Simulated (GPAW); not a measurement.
```cif
data_csh
_symmetry_space_group_name_H-M 'Pm-3m'
_symmetry_Int_Tables_number 221
_cell_length_a 3.8184
_cell_length_b 3.8184
_cell_length_c 3.8184
_cell_angle_alpha 90.000
_cell_angle_beta 90.000
_cell_angle_gamma 90.000
_cell_volume 55.67
loop_
_atom_site_label
_atom_site_type_symbol
_atom_site_symmetry_multiplicity
_atom_site_Wyckoff_symbol
_atom_site_fract_x
_atom_site_fract_y
_atom_site_fract_z
_atom_site_occupancy
Cs1 Cs 1 a 0.00000 0.00000 0.00000 1
H1 H 1 b 0.50000 0.50000 0.50000 1
_calc_subject 'A GW chain in GPAW: CsH (Pm-3m)'
_calc_method 'DFT, LDA, plane waves, PAW (and 1 further level or step)'
_calc_program 'GPAW 26.7.0'
_calc_settings 'cutoff 600 eV, GPAW PAW setups 1.2.1 data release, 4×4×4 k-mesh, nbands 509'
_calc_cost '3 runs, 2 min in all on 4 MPI ranks of Arm Neoverse V2, shared host'
_calc_notes 'The cell and positions are those that the Materials Project relaxed with its own functionals (PBE, PBE+U or r2SCAN), kept fixed. Limits: no spin-orbit coupling. The 4×4×4 mesh is coarse for this cell, which bears on the long-range parts of exchange and screening.'
_calc_lda_gap '2.27 eV, indirect'
_calc_g0w0_gap_on_the_mesh '4.51 eV'
_calc_gw_settings '4×4×4 mesh, 232 bands, screening to 150 eV, Godby-Needs plasmon pole'
_calc_known_limits 'short of the basis limit; no spin-orbit coupling; coarse k mesh'
```

[Long decimals in the printed logs are rounded to 6 places.]

[Logs are printed without paths, hosts, clocks, repeated set-up lines and the standing remarks that a program may print on its own settings, such as how far it seeks lower states.]

[Paths, hosts, dates, memory and timing lines, banners, echoed tables and standing remarks are left out of the program output; an Ansatz launch command may be rebuilt from the run's recorded settings. Measured values are a selection of at most five: reports struck by readers or far from the other reports are left out. None is set beside runs whose start may be inverted or whose files or cutoffs have a known fault.]

[Runs of the session that timed out or met a known fault of the program may be left out.]

[Hosts, paths, dates, database ids (printed as entryN), source tags and the programs' standing remarks are cut or masked in the printed files.]

[Where the starting crystal was built by hand or by swapping elements, it need not be the compound's stable phase.]
